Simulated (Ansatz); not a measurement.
# Phonons of GaN (P6_3mc) against volume, part 2 of 2

Aim: how do the optical modes of GaN (P6_3mc) move with volume?

Ansatz 0.2.0; DFT PBE, scalar-relativistic, plane waves, PAW; PAW set soft_1.

So far, mean high-frequency dielectric constant: step 4 (modes at rest) 6.01; step 6 (volume ratio 1.06) 6.45; step 8 (volume ratio 0.9) 5.48.

The database entry behind the starting cell differs from later determinations by our own check (about 0.3 % short, ideal inner coordinate), so it need not match the best structure at ambient conditions.

### Step 9. All members side by side

The members are set side by side, also those not shown above.

Each row is one cell with its response, relaxed at fixed volume as far as symmetry leaves anything free; energies are extrapolated to zero smearing, and E0 is that at rest; the axis is the Cartesian z axis of the cell; shape and atoms are relaxed in each cell where symmetry leaves them free. State of the crystal along the series:

```
volume ratio  V (Å³/atom)  pressure (GPa)  E - E0 (meV/atom)  first cell vector (Å)  third cell vector (Å)  gap on mesh (eV)  ε∞ along the axis  ε∞ across the axis, mean  ε0 along the axis  ε0 across the axis, mean  largest Born charge in size, a third of the trace (e)  top mode with the field, highest of q along x, y and z (cm⁻¹)
         0.9        10.59           22.83              76.26                  3.107                  5.064             2.409              5.598                     5.425              9.853                     9.014                                                  2.632                                                            786
        0.92        10.82           17.22              46.93                   3.13                  5.101             2.264               5.69                     5.514              10.18                     9.282                                                  2.643                                                          766.7
        0.94        11.05           12.19              25.41                  3.153                  5.137             2.121              5.789                     5.611              10.52                     9.563                                                  2.654                                                            748
        0.96        11.29           7.682              10.88                  3.175                  5.173             1.981              5.896                     5.715              10.88                     9.858                                                  2.664                                                            730
        0.98        11.53           3.634              2.622                  3.197                  5.208             1.844              6.012                     5.828              11.26                     10.17                                                  2.674                                                          712.5
        0.99        11.64           1.768             0.6475                  3.208                  5.226             1.777              6.074                     5.887              11.46                     10.33                                                  2.679                                                            704
           1        11.76        0.001903                  0                  3.219                  5.244              1.71              6.141                     5.949              11.67                     10.49                                                  2.684                                                          695.5
        1.02           12          -3.256              2.433                   3.24                  5.278             1.579              6.273                     6.081              12.09                     10.84                                                  2.694                                                            679
        1.04        12.23          -6.177              9.399                  3.261                  5.313             1.451               6.42                     6.224              12.53                      11.2                                                  2.703                                                          662.9
        1.06        12.47          -8.796              20.42                  3.282                  5.347             1.326              6.582                     6.381              13.01                     11.58                                                  2.713                                                          647.1
```

Without the LO-TO term; each mode is tracked from rest by its pattern, and modes that stay within 0.3 cm⁻¹ of each other stand once; shape and atoms are relaxed in each cell where symmetry leaves them free. Optical modes along the series:

| V (Å³/atom) | mode 4 E2 (cm⁻¹) | mode 6 B1 (cm⁻¹) | mode 7 A1 (cm⁻¹) | mode 8 E1 (cm⁻¹) | mode 10 E2 (cm⁻¹) | mode 12 B1 (cm⁻¹) |
| --- | --- | --- | --- | --- | --- | --- |
| 10.59 | 128.9 | 353.7 | 588.9 | 609.7 | 624.8 | 751.2 |
| 10.82 | 131.2 | 346.6 | 569.7 | 591 | 604.4 | 730.3 |
| 11.05 | 132.9 | 339.6 | 551.3 | 573 | 584.9 | 710.4 |
| 11.29 | 134.4 | 332.6 | 533.7 | 555.8 | 566.2 | 691.3 |
| 11.53 | 135.4 | 325.8 | 516.8 | 539.4 | 548.3 | 673.1 |
| 11.64 | 135.8 | 322.4 | 508.7 | 531.5 | 539.7 | 664.4 |
| 11.76 | 136.2 | 319 | 500.7 | 523.7 | 531.2 | 655.8 |
| 12 | 136.7 | 312.3 | 485.3 | 508.7 | 514.8 | 639.1 |
| 12.23 | 137 | 305.7 | 470.5 | 494.2 | 499.1 | 623.2 |
| 12.47 | 137.1 | 299.1 | 456.3 | 480.4 | 484 | 608 |

From cubic fits (parabolas where under five rows exist) of ln ω and P against ln V through the rows within about 4 % of rest: γ = −d ln ω / d ln V and dω/dP = γ ω / B. Slopes at rest:

```
      mode  fitted frequency at rest (cm⁻¹)  Grüneisen parameter γ  dω/dP (cm⁻¹/GPa)
 mode 4 E2                            136.2                  -0.24             -0.19
 mode 6 B1                              319                   1.05              1.95
 mode 7 A1                            500.7                   1.57              4.58
 mode 8 E1                            523.7                   1.47              4.47
mode 10 E2                            531.2                   1.58              4.87
mode 12 B1                            655.8                    1.3              4.94
```

### Step 10. Outcome

* members: 10
* highest optical mode at the zone centre (no LO-TO term), at rest: 655.8 cm⁻¹
* bulk modulus at rest: 172 GPa
* mode 7 A1, γ: 1.57
* mode 8 E1, γ: 1.47
* mode 10 E2, γ: 1.58
* mode 12 B1, γ: 1.30

**Reading.** The series spans -8.8 to 22.8 GPa, and the slope at rest gives a bulk modulus of 172 GPa. Among the modes in the table of slopes γ runs from -0.24 (mode 4 E2) to 1.58 (mode 10 E2). A negative γ means that the mode softens under pressure. ε∞ along z is 6.14 at rest, with d ln ε∞ / d ln V = 1.07. One k mesh and one cutoff serve the ground states and modes of all volumes; the field response picks its own mesh. With the field response the log warns that the k mesh is coarse for the force constants too, so the frequencies are to be taken as unconverged. These are harmonic frequencies at zero temperature: anharmonic shifts, linewidths and thermal expansion are left out. Only the zone centre was solved, so an instability at another wavevector cannot show here.

[Logs are printed without paths, hosts, clocks, repeated set-up lines and the standing remarks that a program may print on its own settings, such as how far it seeks lower states.]

[Hosts, paths, dates, database ids (printed as entryN), source tags and the programs' standing remarks are cut or masked in the printed files.]
